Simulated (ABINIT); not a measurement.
# SiC (P6_3mc): one start, several treatments of the self-energy

Aim: compare treatments of exchange, screening and correlation for the gap of SiC (P6_3mc).

Method: PBE and many-body steps on it, plane waves, in ABINIT 10.8.3.

**What was measured.**

- Gap 3.33 eV: band gap at cryogenic temperature; bulk crystal (literature value) (quoted in “Silicon carbide diodes for neutron detection”, 2020, arxiv:2009.14696).

Most raw output is cut from this account.

## Step 1: The structure

The structure is hexagonal, space group P6_3mc (No. 186). Conventional cell: a = 3.074 Å, b = 3.074 Å, c = 5.045 Å, α = 90.00°, β = 90.00°, γ = 120.00°. Nearest to Si lie 4 C at 1.88 to 1.90 Å. Nearest to C lie 4 Si at 1.88 to 1.90 Å. Farther neighbours are not listed.

Coordinates:

```cif
data_structure
_symmetry_space_group_name_H-M 'P 1'
_symmetry_Int_Tables_number 1
_cell_length_a 3.0735
_cell_length_b 3.0735
_cell_length_c 5.0452
_cell_angle_alpha 90.000
_cell_angle_beta 90.000
_cell_angle_gamma 120.000
_cell_volume 41.27
loop_
_atom_site_label
_atom_site_type_symbol
_atom_site_fract_x
_atom_site_fract_y
_atom_site_fract_z
_atom_site_occupancy
Si1 Si 0.33333 0.66667 0.49960 1
Si2 Si 0.66667 0.33333 0.99960 1
C3 C 0.33333 0.66667 0.87540 1
C4 C 0.66667 0.33333 0.37540 1
```

The cell and positions are those that the Materials Project relaxed with its own functionals (PBE, PBE+U or r2SCAN), kept fixed.

## Step 2: Empty states on the mesh, 6×6×4 mesh, 188 bands

This step: ABINIT 10.8.3; DFT, PBE, plane waves, norm-conserving pseudopotentials.

The sums over transitions need many empty states on a uniform mesh; this step solves for them.

run.abi reads:

```
acell 3*1.0 Angstrom
rprim 
  3.073513928196 0.000000000001 0.000000000000
  -1.536756964099 2.661741140703 0.000000000000
  0.000000000000 0.000000000000 5.045247710000
ntypat 2
znucl 14 6
natom 4
typat 1 1 2 2
xred 
  0.333333333333 0.666666666667 0.499602400000
  0.666666666667 0.333333333333 0.999602400000
  0.333333333333 0.666666666667 0.875397600000
  0.666666666667 0.333333333333 0.375397600000
pp_dirpath "pseudos"
pseudos "Si.upf, C.upf"
ecut 37
ngkpt 6 6 4
nshiftk 1
shiftk 0 0 0
kptopt 1
chksymbreak 0
irdden 1
istwfk *1
nband 188
prtvol 0
optdriver 6
gwr_task "HDIAGO"
paral_kgb 0
occopt 1
indata_prefix "in"
outdata_prefix "out"
tmpdata_prefix "tmp"
```

The run is started by

```
$ OMP_NUM_THREADS=1 mpirun -n 8 abinit run.abi > log
```

Run time: 99 s. Hardware: 8 MPI ranks of Arm Neoverse N1, shared host; peak memory 4.3 GiB; 13 min of CPU time.

This step gave:

```yaml
gap: 2.275 eV
k_of_the_valence_top: 0, 0, 0
k_of_the_conduction_bottom: 0.3333, 0.3333, 0
least_direct_gap: 3.985 eV
k_points_computed: 21
lowest_point_of_the_top_converged_band_above_the_valence_top: 131.3251 eV
```

On this mesh the gap is 2.275 eV.

The density comes from a self-consistent run that is not shown.

## Step 3: Screening, 6×6×4 mesh, 180 bands, screening to 228.6 eV

The RPA dielectric matrix is built and inverted for each q.

This step: RPA screening on PBE, plane waves, norm-conserving pseudopotentials.

run.abi, as its differences from that of step 2:

```diff
@@ -22,10 +22,11 @@
 chksymbreak 0
-irdden 1
 istwfk *1
-nband 188
-prtvol 0
-optdriver 6
-gwr_task "HDIAGO"
-paral_kgb 0
 occopt 1
+irdwfk 1
+optdriver 3
+nband 180
+ecuteps 8.4
+inclvkb 2
+awtr 1
+symchi 1
 indata_prefix "in"
```

The job ended after 5 min (8 MPI ranks; peak memory 2.8 GiB).

Numbers from this step:

- ε∞ with local fields, on this mesh, along the program's q direction: 6.855
- the same without local fields: 7.508
- plasma frequency: 23.12 eV
- plane waves in the screening matrix: 313

Local fields lower ε∞ by 9 %.

## Step 4: G0W0, Godby-Needs plasmon pole

The self-energy is evaluated for the states that the input lists, and the levels follow from it, in one-shot runs by the linearised quasiparticle equation.

This step: G0W0 on PBE, plane waves, norm-conserving pseudopotentials.

run.abi, as its differences from that of step 3:

```diff
@@ -25,8 +25,19 @@
 irdwfk 1
-optdriver 3
+optdriver 4
 nband 180
+gwcalctyp 0
+ecutsigx 37
+symsigma 1
+nkptgw 3
+kptgw 
+  0.0000000000 0.0000000000 0.0000000000
+  0.3333333333 0.3333333333 0.0000000000
+  0.5000000000 0.0000000000 0.0000000000
+bdgw 
+  7 10
+  6 10
+  7 10
 ecuteps 8.4
-inclvkb 2
-awtr 1
-symchi 1
+irdscr 1
+ppmodel 1
 indata_prefix "in"
```

Run time: 76 s. Hardware: 8 MPI ranks; peak memory 3.1 GiB.

Numbers from this step:

```yaml
g0w0_gap_on_the_points_computed: 2.981 eV
starting_gap_on_the_mesh: 2.275 eV
k_of_the_valence_top: 0, 0, 0
k_of_the_conduction_bottom: 0.3333, 0.3333, 0
z_at_the_valence_top: 0.792
z_at_the_conduction_bottom: 0.824
least_direct_g0w0_gap_on_the_computed_points: 4.902 eV
```

The gap on the mesh goes from 2.28 eV to 2.98 eV, a correction of +0.71 eV.

## Step 5: G0W0, Hybertsen-Louie plasmon pole

run.abi, as its differences from that of step 4:

```diff
@@ -41,3 +41,3 @@
 irdscr 1
-ppmodel 1
+ppmodel 2
 indata_prefix "in"
```

Wall time 73 s (8 MPI ranks); peak memory 2.9 GiB; 9.7 min of CPU time.

This step gave:

| Property | Result |
| --- | --- |
| G0W0 gap on the points computed | 3.114 eV |
| starting gap on the mesh | 2.275 eV |
| k of the valence top | 0, 0, 0 |
| k of the conduction bottom | 0.3333, 0.3333, 0 |
| Z at the valence top | 0.816 |
| Z at the conduction bottom | 0.842 |
| least direct G0W0 gap on the computed points | 5.032 eV |

Against G0W0 in ABINIT (6×6×4 mesh, 180 bands, screening to 228.6 eV, Godby-Needs plasmon pole), the gap moves by +0.133 eV.

## Step 6: G0W0, von der Linden-Horsch plasmon pole

run.abi, as its differences from that of step 5:

```diff
@@ -41,3 +41,3 @@
 irdscr 1
-ppmodel 2
+ppmodel 3
 indata_prefix "in"
```

Elapsed: 29 s, on 8 MPI ranks; peak memory 2.7 GiB; 3.9 min of CPU time.

Numbers from this step:

```yaml
g0w0_gap_on_the_points_computed: 2.942 eV
starting_gap_on_the_mesh: 2.275 eV
k_of_the_valence_top: 0, 0, 0
k_of_the_conduction_bottom: 0.3333, 0.3333, 0
least_direct_g0w0_gap_on_the_computed_points: 4.894 eV
```

Against G0W0 in ABINIT (6×6×4 mesh, 180 bands, screening to 228.6 eV, Godby-Needs plasmon pole), the gap moves by −0.039 eV.

## Step 7: G0W0, Engel-Farid plasmon pole

run.abi, as its differences from that of step 6:

```diff
@@ -41,3 +41,3 @@
 irdscr 1
-ppmodel 3
+ppmodel 4
 indata_prefix "in"
```

The job ended after 29 s (8 MPI ranks; peak memory 2.7 GiB; 3.8 min of CPU time).

Numbers from this step:

```
G0W0 gap on the points computed              : 3.117 eV
starting gap on the mesh                     : 2.275 eV
k of the valence top                         : 0, 0, 0
k of the conduction bottom                   : 0.3333, 0.3333, 0
least direct G0W0 gap on the computed points : 5.023 eV
```

Against G0W0 in ABINIT (6×6×4 mesh, 180 bands, screening to 228.6 eV, Godby-Needs plasmon pole), the gap moves by +0.136 eV.

## Step 8: One-shot Hartree-Fock

This step: one-shot Hartree-Fock on PBE, plane waves, norm-conserving pseudopotentials.

run.abi, as its differences from that of step 7:

```diff
@@ -26,4 +26,4 @@
 optdriver 4
-nband 180
-gwcalctyp 0
+nband 12
+gwcalctyp 5
 ecutsigx 37
@@ -39,5 +39,4 @@
   7 10
-ecuteps 8.4
-irdscr 1
-ppmodel 4
+ixc_sigma 40
+fftgw 31
 indata_prefix "in"
```

The run is started by

```
$ OMP_NUM_THREADS=1 mpirun -n 6 abinit run.abi > log
```

The job ended after 4.1 s (6 MPI ranks; peak memory 0.62 GiB).

This step gave:

```yaml
quasiparticle_gap_on_the_points_computed: 9.127 eV
starting_gap_on_the_mesh: 2.275 eV
k_of_the_valence_top: 0, 0, 0
k_of_the_conduction_bottom: 0.3333, 0.3333, 0
least_direct_quasiparticle_gap_on_the_computed_points: 11.60 eV
```

Against G0W0 in ABINIT (6×6×4 mesh, 180 bands, screening to 228.6 eV, Godby-Needs plasmon pole), the gap moves by +6.146 eV.

## Step 9: Screening, 6×6×4 mesh, 180 bands, screening to 228.6 eV

This step: RPA screening on PBE, plane waves, norm-conserving pseudopotentials.

run.abi, as its differences from that of step 8:

```diff
@@ -25,18 +25,14 @@
 irdwfk 1
-optdriver 4
-nband 12
-gwcalctyp 5
-ecutsigx 37
-symsigma 1
-nkptgw 3
-kptgw 
-  0.0000000000 0.0000000000 0.0000000000
-  0.3333333333 0.3333333333 0.0000000000
-  0.5000000000 0.0000000000 0.0000000000
-bdgw 
-  7 10
-  6 10
-  7 10
-ixc_sigma 40
-fftgw 31
+optdriver 3
+nband 180
+ecuteps 8.4
+inclvkb 2
+awtr 1
+symchi 1
+gwcalctyp 2
+nfreqre 16
+freqremax 40 eV
+nfreqim 8
+spmeth 1
+nomegasf 120
 indata_prefix "in"
```

The run is started by

```
$ OMP_NUM_THREADS=1 mpirun -n 8 abinit run.abi > log
```

Run time: 9.9 min. Hardware: 8 MPI ranks; peak memory 3.4 GiB; 79 min of CPU time.

This step gave:

* ε∞ with local fields, on this mesh, along the program's q direction: 6.921
* the same without local fields: 7.585
* plasma frequency: 23.12 eV
* plane waves in the screening matrix: 313

## Step 10: G0W0, contour deformation

This step: G0W0 on PBE, plane waves, norm-conserving pseudopotentials.

run.abi, as its differences from that of step 9:

```diff
@@ -25,14 +25,19 @@
 irdwfk 1
-optdriver 3
+optdriver 4
 nband 180
+gwcalctyp 2
+ecutsigx 37
+symsigma 1
+nkptgw 3
+kptgw 
+  0.0000000000 0.0000000000 0.0000000000
+  0.3333333333 0.3333333333 0.0000000000
+  0.5000000000 0.0000000000 0.0000000000
+bdgw 
+  7 10
+  6 10
+  7 10
 ecuteps 8.4
-inclvkb 2
-awtr 1
-symchi 1
-gwcalctyp 2
-nfreqre 16
-freqremax 40 eV
-nfreqim 8
-spmeth 1
-nomegasf 120
+irdscr 1
+gwmem 01
 indata_prefix "in"
```

Elapsed: 58 s, on 8 MPI ranks; peak memory 2.4 GiB; 7.7 min of CPU time.

This step gave:

```
G0W0 gap on the points computed              : 3.045 eV
starting gap on the mesh                     : 2.275 eV
k of the valence top                         : 0, 0, 0
k of the conduction bottom                   : 0.3333, 0.3333, 0
least direct G0W0 gap on the computed points : 4.949 eV
```

Against G0W0 in ABINIT (6×6×4 mesh, 180 bands, screening to 228.6 eV, Godby-Needs plasmon pole), the gap moves by +0.064 eV.

## Step 11: Screening, 6×6×4 mesh, 180 bands, screening to 228.6 eV

This step: RPA screening on PBE, plane waves, norm-conserving pseudopotentials.

run.abi, as its differences from that of step 10:

```diff
@@ -25,19 +25,11 @@
 irdwfk 1
-optdriver 4
+optdriver 3
 nband 180
-gwcalctyp 2
-ecutsigx 37
-symsigma 1
-nkptgw 3
-kptgw 
-  0.0000000000 0.0000000000 0.0000000000
-  0.3333333333 0.3333333333 0.0000000000
-  0.5000000000 0.0000000000 0.0000000000
-bdgw 
-  7 10
-  6 10
-  7 10
 ecuteps 8.4
-irdscr 1
-gwmem 01
+inclvkb 2
+awtr 1
+symchi 1
+gwcalctyp 1
+nfreqre 0
+nfreqim 16
 indata_prefix "in"
```

Wall time 23 min (8 MPI ranks); peak memory 3 GiB; 3 h of CPU time.

Numbers from this step:

```yaml
eps_infinity_with_local_fields_on_this_mesh_along_the_program_s_q_direction: 6.855
the_same_without_local_fields: 7.508
plasma_frequency: 23.12 eV
plane_waves_in_the_screening_matrix: 313
```

## Step 12: G0W0, analytic continuation

This step: G0W0 on PBE, plane waves, norm-conserving pseudopotentials.

run.abi, as its differences from that of step 11:

```diff
@@ -25,11 +25,21 @@
 irdwfk 1
-optdriver 3
+optdriver 4
 nband 180
+gwcalctyp 1
+ecutsigx 37
+symsigma 1
+nkptgw 3
+kptgw 
+  0.0000000000 0.0000000000 0.0000000000
+  0.3333333333 0.3333333333 0.0000000000
+  0.5000000000 0.0000000000 0.0000000000
+bdgw 
+  7 10
+  6 10
+  7 10
 ecuteps 8.4
-inclvkb 2
-awtr 1
-symchi 1
-gwcalctyp 1
-nfreqre 0
-nfreqim 16
+irdscr 1
+nomegasi 12
+omegasimax 25 eV
+gwmem 01
 indata_prefix "in"
```

The job ended after 69 s (8 MPI ranks; peak memory 3 GiB).

Numbers from this step:

```yaml
g0w0_gap_on_the_points_computed: 3.058 eV
starting_gap_on_the_mesh: 2.275 eV
k_of_the_valence_top: 0, 0, 0
k_of_the_conduction_bottom: 0.3333, 0.3333, 0
least_direct_g0w0_gap_on_the_computed_points: 4.992 eV
```

Against G0W0 in ABINIT (6×6×4 mesh, 180 bands, screening to 228.6 eV, Godby-Needs plasmon pole), the gap moves by +0.077 eV.

## Step 13: Side by side

Times are wall times on the hardware named with each run, good to a factor of about two. A run's time includes the screening step that it read.

```
                                     run   mesh  bands  screening cutoff (eV)  DFT gap (eV)  gap on the mesh (eV)  direct (eV)  ε∞ used     time
          G0W0, Godby-Needs plasmon pole  6×6×4    180                  228.6         2.275                 2.981        4.902     6.85  6.2 min
      G0W0, Hybertsen-Louie plasmon pole  6×6×4    180                  228.6         2.275                 3.114        5.032     6.85  6.2 min
G0W0, von der Linden-Horsch plasmon pole  6×6×4    180                  228.6         2.275                 2.942        4.894     6.85  5.4 min
          G0W0, Engel-Farid plasmon pole  6×6×4    180                  228.6         2.275                 3.117        5.023     6.85  5.4 min
                   one-shot Hartree-Fock  6×6×4      -                      -         2.275                 9.127       11.596        -    4.1 s
               G0W0, contour deformation  6×6×4    180                  228.6         2.275                 3.045        4.949     6.92   11 min
             G0W0, analytic continuation  6×6×4    180                  228.6         2.275                 3.058        4.992     6.85   24 min
```

## Step 14: Results

| Item | Value |
| --- | --- |
| G0W0, Godby-Needs plasmon pole | 2.981 eV |
| G0W0, Hybertsen-Louie plasmon pole | 3.114 eV |
| G0W0, von der Linden-Horsch plasmon pole | 2.942 eV |
| G0W0, Engel-Farid plasmon pole | 3.117 eV |
| one-shot Hartree-Fock | 9.127 eV |
| G0W0, contour deformation | 3.045 eV |
| G0W0, analytic continuation | 3.058 eV |
| known limits | not at the basis limit |

G0W0, Hybertsen-Louie plasmon pole: +0.133 eV against G0W0, Godby-Needs plasmon pole. G0W0, von der Linden-Horsch plasmon pole: −0.039 eV against G0W0, Godby-Needs plasmon pole. G0W0, Engel-Farid plasmon pole: +0.136 eV against G0W0, Godby-Needs plasmon pole. One-shot Hartree-Fock: +6.146 eV against G0W0, Godby-Needs plasmon pole. G0W0, contour deformation: +0.064 eV against G0W0, Godby-Needs plasmon pole. G0W0, analytic continuation: +0.077 eV against G0W0, Godby-Needs plasmon pole. Bare exchange alone opens the gap to 9.13 eV; against G0W0, correlation takes back 6.15 eV. Against experiment, by G0W0, Godby-Needs plasmon pole: the gap of 2.98 eV lies −0.35 eV from the measured 3.33 eV (kind not stated, quoted 2020). These are gaps on the mesh, at modest bands and cutoff. The calculation has static nuclei and no excitons; a measured gap holds zero-point and thermal motion, which mostly lowers it. Bands and cutoff are finite, so the gap is not at the basis limit. The miss can reach some tenths of an eV and take either sign; the mesh is an error of its own. In the G0W0 runs levels were corrected at 3 k points alone, so a gap called «on the mesh» is the least over those, and an edge elsewhere would be missed.

[Paths, hosts, dates, memory and timing lines, banners, echoed tables and standing remarks are left out of the program output.]

[Logs are printed without paths, hosts, clocks, repeated set-up lines and the standing remarks that a program may print on its own settings, such as how far it seeks lower states.]

[Runs of the session that timed out or met a known fault of the program may be left out.]

[Hosts, paths, dates, database ids (printed as entryN), source tags and the programs' standing remarks are cut or masked in the printed files.]

[G0W0 gaps are taken among the corrected bands and points alone; a level outside them can change the order at an edge.]

[Where Ansatz stands beside ABINIT at settings called matched, ABINIT's density can come from a denser mesh and the files from another edition; pairs whose starting gaps differed by over 0.03 eV were left out, so agreement reads better than it is.]
